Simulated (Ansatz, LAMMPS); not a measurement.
# Aqueous Mg2+ and triflate, 1.1 mol of salt per kg of water, from a frame at 280 K (164 atoms): geometry optimisation, part 3 of 3

How does aqueous Mg2+ and triflate, 1.1 mol of salt per kg of water, from a frame at 280 K (164 atoms) relax, and what do bonds, charges and levels look like afterwards?

Ansatz 0.2.0; Kohn-Sham DFT, PBE+D4, PAW (set soft_2), plane waves.

The cell: 55 O, 2 S, 2 C, 6 F, 98 H and 1 Mg. The network of contacts between molecules at the start is that of the classical potential that made the cell. The density was typed from a rule of thumb and may lie off the real one at this temperature. Sampling is at Γ alone, for a cell whose shortest periodic width is 12 Å.

So far. Step 4 (Relaxation): The relaxation changed the energy by -62.4 meV/atom, and atoms moved by 0.73 Å r.m.s., 2.3 Å at most.

## (6) Single point at the relaxed geometry

The electronic structure is read at the final geometry, in a run of its own.

File input.yaml:

```yaml
crystal:
  lattice:
    - [11.90521, 0.0, 0.0]
    - [0.0, 11.90521, 0.0]
    - [0.0, 0.0, 11.90521]
  atoms:
    - { symbol: O, position: [0.88431, 0.3846, 0.46372] }
    - { symbol: S, position: [0.91939, 0.50209, 0.47502] }
    - { symbol: O, position: [0.82496, 0.58236, 0.47676] }
    - { symbol: O, position: [0.01166, 0.53498, 0.40019] }
    - { symbol: C, position: [0.98007, 0.50813, 0.62041] }
    - { symbol: F, position: [0.90758, 0.46111, 0.6932] }
    - { symbol: F, position: [0.07708, 0.45094, 0.62357] }
    - { symbol: F, position: [0.99879, 0.61476, 0.65068] }
    - { symbol: O, position: [0.8281, 0.97918, 0.8624] }
    - { symbol: S, position: [0.74541, 0.96499, 0.95307] }
    - { symbol: O, position: [0.71042, 0.84796, 0.97083] }
    - { symbol: O, position: [0.65145, 0.04477, 0.94625] }
    - { symbol: C, position: [0.82275, 0.0053, 0.08487] }
    - { symbol: F, position: [0.88383, 0.09853, 0.06495] }
    - { symbol: F, position: [0.74946, 0.02599, 0.16727] }
    - { symbol: F, position: [0.89201, 0.9224, 0.11626] }
    - { symbol: O, position: [0.40428, 0.1752, 0.86979] }
    - { symbol: H, position: [0.45353, 0.20343, 0.93019] }
    - { symbol: H, position: [0.36554, 0.11071, 0.90663] }
    - { symbol: O, position: [0.3544, 0.53666, 0.79774] }
    - { symbol: H, position: [0.35362, 0.61192, 0.76368] }
    - { symbol: H, position: [0.31727, 0.54844, 0.87218] }
    - { symbol: O, position: [0.84065, 0.76896, 0.33037] }
    - { symbol: H, position: [0.83215, 0.70309, 0.37908] }
    - { symbol: H, position: [0.89975, 0.81457, 0.36916] }
    - { symbol: O, position: [0.19999, 0.67524, 0.33239] }
    - { symbol: H, position: [0.27159, 0.63399, 0.31899] }
    - { symbol: H, position: [0.13949, 0.62037, 0.33888] }
    - { symbol: O, position: [0.35362, 0.92068, 0.57529] }
    - { symbol: H, position: [0.39297, 0.87647, 0.51703] }
    - { symbol: H, position: [0.30204, 0.97523, 0.53683] }
    - { symbol: O, position: [0.40208, 0.76578, 0.7513] }
    [... 126 atom lines left out ...]
    - { symbol: H, position: [0.4651, 0.76082, 0.01267] }
    - { symbol: H, position: [0.55633, 0.83996, 0.96143] }
    - { symbol: O, position: [0.66267, 0.54899, 0.07894] }
    - { symbol: H, position: [0.68446, 0.53685, 0.99834] }
    - { symbol: H, position: [0.67367, 0.47323, 0.11077] }
    - { symbol: Mg, position: [0.65214, 0.14382, 0.60188] }
kpoints:
  mp_grid: { grid: [1, 1, 1] }
hamiltonian:
  xc: pbe
  dispersion: d4
scf:
  occupations: { method: fermi_dirac, width: 0.05 }
output:
  forces: true
  stress: true
  populations: true
  dos:
    method: { smearing: { sigma: 0.15 } }
    de: 0.1
    projected: { site_lists: { C: [C], F: [F], H: [H], Mg: [Mg], O: [O] } }
  eigenvalues: true
  write_density: true
  write_potential: true
  volumetric_format: npy
  elf: true
```

Run with:

```console
$ ansatz run input.yaml --threads 4 --pin off --max-ram 8192MiB --backend cpu --events-out ev --progress --plain --runs-dir out
```

Numbers of over 12 decimals in the logs are rounded to 6 here.

The program printed:

```text
[...]
Crystal: 164 atoms, lattice volume = 1687.373 Å³
Basis set: ecut = 420 eV, 32987 PW (Γ), exchange–correlation on 160×160×160 points (8 copies of the dense FFT grid, shifted against one another)
Bands: 414, of which v1, the nominal top of the filled ones, is band 250 counted from 1 (249 counted from 0)
Symmetry: 1 space group operations
[...]
k-points: 1
[...]
SCF iter   1: F=—  HF=-41875.147498 eV  |F-HF|=—  |Δ(HF+E_count)|=         —  Δρ=3.13e-3  dr2=2.38e-1  ethr=1.77e-3  ⟨swp⟩=5.0  Hψ=1797  notcnv=0  defer=123
[...]
SCF iter   9: F=-41874.980477 eV  HF=-41874.980477 eV  |F-HF|=4.34e-9  |Δ(HF+E_count)|=   1.69e-7  Δρ=2.04e-6  dr2=7.38e-8  ethr=2.00e-11  ⟨swp⟩=20.0  Hψ=4159  notcnv=0
SCF 1 converged in 9 iterations: F = -41874.980477 eV  dr2 = 7.38e-8
[...]
WARN: The input density's exchange-correlation potential varies sharply where the density is thin. Do not read a vacuum level from v_tot or v_xc, or from such a field of the output density. On a cell that repeats whose density bears no net charge and no dipole along the vacuum's axis use v_es (v_loc + v_h of the components); [...]
SCF converged after 9 iterations
Free energy (F): -41874.980477 eV
[...]
Internal energy: -41874.980477 eV  (E = F + TS)
E sigma→0 (E₀):  -41874.980477 eV
Fermi energy:    0.478270 eV
[...]
--- Forces (eV/Å), atoms counted from 1 ---
  atom   1  O     -0.00397783    -0.00433279     0.00279394
  atom   2  S      0.00898666     0.00813592    -0.00427014
  atom   3  O     -0.00183827    -0.00600648     0.00267419
  atom   4  O     -0.00482187     0.00433796     0.00431151
  atom   5  C     -0.00759184     0.00718858    -0.00375340
  atom   6  F      0.00231178    -0.00093106    -0.00389643
  atom   7  F      0.00419219    -0.00320629     0.00077859
  atom   8  F      0.00202989    -0.00650936    -0.00168729
  atom   9  O     -0.00217624     0.00387066     0.00136102
  atom  10  S     -0.00928840     0.01760424     0.00405981
  atom  11  O      0.00266921     0.00367648     0.00226536
  atom  12  O      0.00840308    -0.01338281    -0.00342127
  atom  13  C      0.00472930    -0.00620147    -0.00192712
  atom  14  F     -0.00295215     0.00054063     0.00512094
[...]
atom 163  H     -0.00542640     0.00711309    -0.00145617
  atom 164  Mg    -0.01085735    -0.00453889     0.00007295
  max |Σ_I F_I| component: 8.82e-5 eV/Å
--- Stress (GPa, compression-positive) ---
       -0.310027       0.169335      -0.322974
        0.169335       0.005335       0.021413
       -0.322973       0.021413      -0.037137
  P = ⅓ Tr σ = -0.1139 GPa (-1.139 kbar)
--- Band table (eV) ---
[...]
--- Löwdin populations: 164 sites ---
  site symbol       q [e]
     0      O      6.7381
     1      S      3.7331
     2      O      6.7456
[...]
163     Mg      8.3734
  spilling = 0.011511 (of n_electrons = 500.000000)
```

The job ended after 33 s (4 threads of Arm Neoverse V2, shared host; peak memory 2.2 GiB; 2.1 min of CPU time).

The program notes that the exchange-correlation potential is rough where the density is thin.

Numbers from this run:

```
free energy                                      : -41874.9805 eV
free energy per atom                             : -255.3352 eV/atom
SCF cycles                                       : 9
pressure                                         : -0.1139 GPa
r.m.s. force component                           : 0.00522 eV/Å
longest force                                    : 0.02751 eV/Å
Fermi energy                                     : 0.4783 eV
gap (highest filled to lowest empty level) : 4.993 eV
spilling of the projection                       : 0.01151
```

Löwdin charges by element and coordination (they lack the spilled electrons, 0.035 e an atom on average):

```csv
element,coordination,atoms,mean charge (e),spread,least,most
C,all,2,0.678,6.0e-4,0.677,0.678
F,all,6,-0.204,0.0076,-0.214,-0.192
H,all,98,0.388,0.0079,0.372,0.414
Mg,all,1,1.63,0,1.63,1.63
O,all,55,-0.701,0.0337,-0.806,-0.660
O,1,6,-0.740,0.0063,-0.746,-0.727
O,2,43,-0.684,0.0107,-0.712,-0.660
O,3,6,-0.776,0.0198,-0.806,-0.742
S,all,2,2.26,0.0055,2.26,2.27
```

Density of states as counts of states in windows of 1 eV (from the Fermi level), total and the larger projections:

```csv
from (eV),to (eV),total,O p,H s,F p,O s
-14,-13,0.0,0.0,0.0,0.0,0.0
-13,-12,4.0,0.4,0.0,1.5,0.5
-12,-11,4.6,0.0,0.0,3.2,0.0
-11,-10,7.4,1.6,0.3,3.0,0.6
-10,-9,42.2,29.0,11.8,0.1,0.3
-9,-8,61.6,42.5,15.9,0.5,1.1
-8,-7,17.9,5.8,0.7,9.5,0.6
-7,-6,42.5,25.6,3.3,9.5,3.4
-6,-5,46.5,37.2,2.5,2.2,3.8
-5,-4,35.3,30.9,0.8,0.6,1.8
-4,-3,89.3,86.7,0.4,0.5,0.1
-3,-2,14.7,14.5,0.0,0.0,0.0
-2,2,0.0,0.0,0.0,0.0,0.0
2,3,2.0,0.0,1.2,0.0,0.5
3,4,9.9,0.8,4.7,0.1,1.6
4,5,24.4,3.0,6.6,0.9,2.2
```

Between -26 and -14 eV lie 114 more states.

About 20 of the 500 electrons lie in deeper levels, below the stored range.

Not all projections were asked for or kept, so they needn't add up to the total.

The levels nearest the highest filled one (over half full), pooled over k-points and spins:

```csv
level less the highest filled one (eV),occupation
-0.415,2
-0.328,2
-0.314,2
-0.221,2
-0.0391,2
0,2
4.99,0
6.13,0
6.29,0
6.33,0
6.37,0
6.50,0
```

Valence density in the ab plane at fractional z = 0.075, with atoms of C and F and O and H within 0.2 Å of it. It is the smooth field of the valence electrons, not physical close to the nuclei.

Ten steps, logarithmic in the rise over the least value, from '0' (0 e/Å³) to '9' (10 e/Å³), each cell a mean:
```
0001110001222100000000001245555421
0124432100111000000000001123467641
0135643100000000000000001111246531
0023432000000000000000011100112210
0001110000000001100000000000000000
0000000000000011110000000000000000
1110000000000123321000000000011111
2210000000001367742000000001233222
1100000111112578864212221112344322
0000001222213566655335664212222210
0000001233211222222247886310001000
1000001222100000000136775210000111
3210112221000000000013443100001233
4212345431000000000001121100001244
2113578852000000000000133321001223
0012578852000000000001357753100111
0001245421000000011122367764100000
0000011100000001245554334432000000
0000000000000002478763111110000000
0000000000000002478752100000122100
0000000000000001245541000002478631
0000000000000000012221000013699841
0000000001221000000000001234577531
0000000012222100000000011356654210
```
Columns run along a (11.9 Å), rows up along b (11.9 Å). Atoms in or near the plane, at fractional coordinates: C at (0.82, 0.01), F at (0.88, 0.10), O at (0.54, 0.20), H at (0.60, 0.25), O at (0.19, 0.37), O at (0.45, 0.64), H at (0.52, 0.60), H at (0.12, 0.90), O at (0.66, 0.55).

Electrostatic potential energy in the ab plane at fractional z = 0.075, with atoms of C and F and O and H within 0.2 Å of it. With pseudopotentials it is smooth inside the atoms' cores, unlike the true potential.

Ten even steps from '0' (-39 eV) to '9' (5 eV), each cell a mean:
```
9999999999999999999999998851125799
9997689999999999999999999887731489
9984169999999999999999999999975799
9998889999999999999999999999999999
9999999999999999999999999999999999
9999999999999999999999999999999999
9999999999999999999999999999999999
7999999999999852389999999999999987
8999999999998500036899999988888998
9999999999996243411797448998899999
9999999999999889987981004999999999
9999999999999999999994116999999999
9999999889999999999999768999999998
8998876799999999999999889999999988
9997400079999999999999998899999999
9998710179999999999999962258999999
9999987899999999999988951137999999
9999999999999999986513887789999999
9999999999999999710026999999999999
9999999999999999810169999999999999
9999999999999999986479999999832599
9999999999999999998789999998400179
9999999999899999999999999863212599
9999999999999999999999998730006899
```
Columns run along a (11.9 Å; values clipped at the 3rd and 97th percentile), rows up along b (11.9 Å). Atoms in or near the plane, at fractional coordinates: C at (0.82, 0.01), F at (0.88, 0.10), O at (0.54, 0.20), H at (0.60, 0.25), O at (0.19, 0.37), O at (0.45, 0.64), H at (0.52, 0.60), H at (0.12, 0.90), O at (0.66, 0.55).

Mean Löwdin charges: C +0.68, F -0.20, H +0.39, Mg +1.63, O -0.70, S +2.26 e (they miss 1.2 % of the electrons, so they add up to more than the cell's charge). The largest share in the top eV of filled states is O p (99 % of the projected weight), and in the lowest eV of empty states H s (67 % of the projected weight).

The surroundings of Mg164, the only Mg atom, nearest first, numbered as they follow in the input and with coordinates relative to it.

```csv
atom,x,y,z,distance (Å),bonds,Löwdin charge (e)
Mg164,0.00,0.00,0.00,0.00,6,1.63
O38,-0.46,-0.58,-1.90,2.04,3,-0.81
O89,-0.53,1.95,-0.40,2.06,3,-0.79
O101,-1.80,-0.66,0.83,2.09,3,-0.77
O149,0.93,-1.83,0.51,2.11,3,-0.77
O143,2.04,0.62,-0.14,2.14,3,-0.77
O53,0.32,0.69,2.04,2.18,3,-0.74
H54,1.23,1.01,2.08,2.62,1,0.41
```

The column of bonds counts only the pairs H-O within 1.21 Å, O-S within 1.88 Å, O-Mg within 2.58 Å, F-C within 1.62 Å, C-S within 2.21 Å; other neighbours, such as metal atoms beside each other in a compound, aren't counted, and periodic images can show an atom twice.

## (7) Another setting: scf.algorithm = "direct_min"

Changed here: scf.algorithm = "direct_min".

File input.yaml:

```yaml
crystal:
  lattice:
    - [11.90521, 0.0, 0.0]
    - [0.0, 11.90521, 0.0]
    - [0.0, 0.0, 11.90521]
  atoms:
    [... the 164 atom lines of step 3 ...]
kpoints:
  mp_grid: { grid: [1, 1, 1] }
hamiltonian:
  xc: pbe
  dispersion: d4
scf:
  occupations: { method: fermi_dirac, width: 0.05 }
  algorithm: direct_min
output:
  forces: true
  stress: true
  populations: true
  dos:
    method: { smearing: { sigma: 0.08 } }
    de: 0.1
    projected: { site_lists: { C: [C], F: [F], H: [H], Mg: [Mg], O: [O] } }
  eigenvalues: true
```

The program printed:

```text
[...]
Crystal: 164 atoms, lattice volume = 1687.373 Å³
Basis set: ecut = 420 eV, 32987 PW (Γ), exchange–correlation on 160×160×160 points (8 copies of the dense FFT grid, shifted against one another)
Bands: 414, of which v1, the nominal top of the filled ones, is band 250 counted from 1 (249 counted from 0)
Symmetry: 1 space group operations
[...]
k-points: 1
[...]
SCF iter   1: F=—  HF=-41864.998060 eV  |F-HF|=—  |Δ(HF+E_count)|=         —  Δρ=3.88e-3  dr2=4.93e-1  ethr=1.77e-3  ⟨swp⟩=18.0  Hψ=2356  notcnv=0
[...]
SCF iter   7: F=-41864.746441 eV  HF=-41864.746441 eV  |F-HF|=1.17e-9  |Δ(HF+E_count)|=   2.82e-9  Δρ=4.15e-7  dr2=1.57e-9  ethr=1.78e-11  ⟨swp⟩=4.0  Hψ=874  notcnv=0  defer=4
SCF 1 converged in 7 iterations: F = -41864.746441 eV  dr2 = 1.57e-9
  Residual-converged pass: ⟨swp⟩=2.0  Hψ=664  notcnv=0  max |occ|·‖R‖ = 5.3e-6 eV (tolerance 6.7e-6 eV)  dr2=1.65e-9  dr2_onsite=1.52e-10  max |Δocc| = 0.0e0
[...]
SCF converged after 7 iterations
Stability not checked: this state was not tested for a lower state beside it, because a direct minimisation reached the state, and no test of it is asked (direct_minimisation; see scf.lower_state_search)
Free energy (F): -41864.746441 eV
[...]
Internal energy: -41864.746441 eV  (E = F + TS)
E sigma→0 (E₀):  -41864.746441 eV
Fermi energy:    0.521288 eV
[...]
--- Forces (eV/Å), atoms counted from 1 ---
  atom   1  O     -0.60165812    -1.93967772     0.97645100
  atom   2  S     -0.92740025     2.13054407     1.18124097
  atom   3  O     -1.44941558     0.50581794     0.91125574
  atom   4  O      3.73407509     0.24309371    -1.68116956
  atom   5  C      0.29710568    -1.53855715     2.17971598
  atom   6  F      0.68437292     0.49793170    -1.54387967
  atom   7  F     -0.10930073     0.86995698    -0.94974649
  atom   8  F     -1.06741406    -0.52122463    -0.34791839
  atom   9  O      2.28873222    -0.35099851    -0.35408750
  atom  10  S     -2.39189090    -0.20291943    -0.76420947
  atom  11  O      0.52055289     1.33950046     1.93061904
  atom  12  O     -0.20374070     0.09117378     1.85222385
  atom  13  C      1.97628959     0.95871177     4.12276837
  atom  14  F     -2.04156433    -1.87158872    -0.37714450
[...]
atom 163  H     -0.06656652     0.97987553    -1.09174934
  atom 164  Mg    -0.07508878     0.75523887    -0.33971492
  max |Σ_I F_I| component: 3.20e-5 eV/Å
--- Stress (GPa, compression-positive) ---
       -1.165035      -0.025279      -0.653908
       -0.025279      -1.990250       0.388254
       -0.653908       0.388254      -1.794128
  P = ⅓ Tr σ = -1.6498 GPa (-16.498 kbar)
--- Band table (eV) ---
[...]
--- Löwdin populations: 164 sites ---
  site symbol       q [e]
     0      O      6.6974
     1      S      3.6509
     2      O      6.7241
[...]
163     Mg      8.3748
  spilling = 0.011557 (of n_electrons = 500.000000)
```

It took 3.9 min on 4 threads; peak memory 2.5 GiB.

Geometry and reference: those of the single point at the start.

Forces differ from those of the single point at the start by 0.011 meV/Å r.m.s., 0.0016 % of their size. It took 6.4 times the reference's time, which goes against the count of work (plane waves, k-points, bands and cycles) (shared host, so rough).

## (8) What came out

| Quantity | Value |
| --- | --- |
| energy change in the relaxation | -62.4 meV/atom |
| r.m.s. displacement | 0.729 Å |
| largest displacement | 2.339 Å |
| free energy per atom | -255.3352 eV/atom |
| pressure | -0.1139 GPa |
| r.m.s. force component | 0.00522 eV/Å |
| gap (highest filled to lowest empty level) | 4.993 eV |
| wall time of the 4 DFT runs | 15 min |

In words: Relaxation lowers the energy by 62.4 meV/atom and moves atoms by 0.73 Å r.m.s.; the r.m.s. force component goes from 0.70 to 0.0052 eV/Å, the pressure goes from -1.6 to -0.11 GPa, and the gap from 4.15 to 4.99 eV. By the final cutoffs no bond was broken or made. From the first step to the last the energy fell by 10.234 eV, and the largest move was 2.34 Å (O161). The F-C bonds change most in mean length: from 1.397 Å (spread 0.028) to 1.341 Å (spread 0.004). With the cutoffs above, all C atoms have 4, all F atoms have 1, all H atoms have 1 and all Mg atoms have 6 bonded neighbours. The 49 water molecules hold 3.43 hydrogen bonds each to other water on average, with a mean O–O distance of 2.75 Å. Between filled and empty levels lie 4.99 eV (at Γ alone); a semilocal functional tends to put such gaps too low. In a disordered cell it changes from sample to sample and from frame to frame.

What to keep in mind: The network of contacts between molecules at the start is that of the classical potential that made the cell; in DFT atoms moved by 0.73 Å r.m.s.

[Logs are printed without paths, hosts, clocks, repeated set-up lines and the standing remarks that a program may print on its own settings, such as how far it seeks lower states.]

[Hosts, paths, dates, database ids (printed as entryN), source tags and the programs' standing remarks are cut or masked in the printed files.]
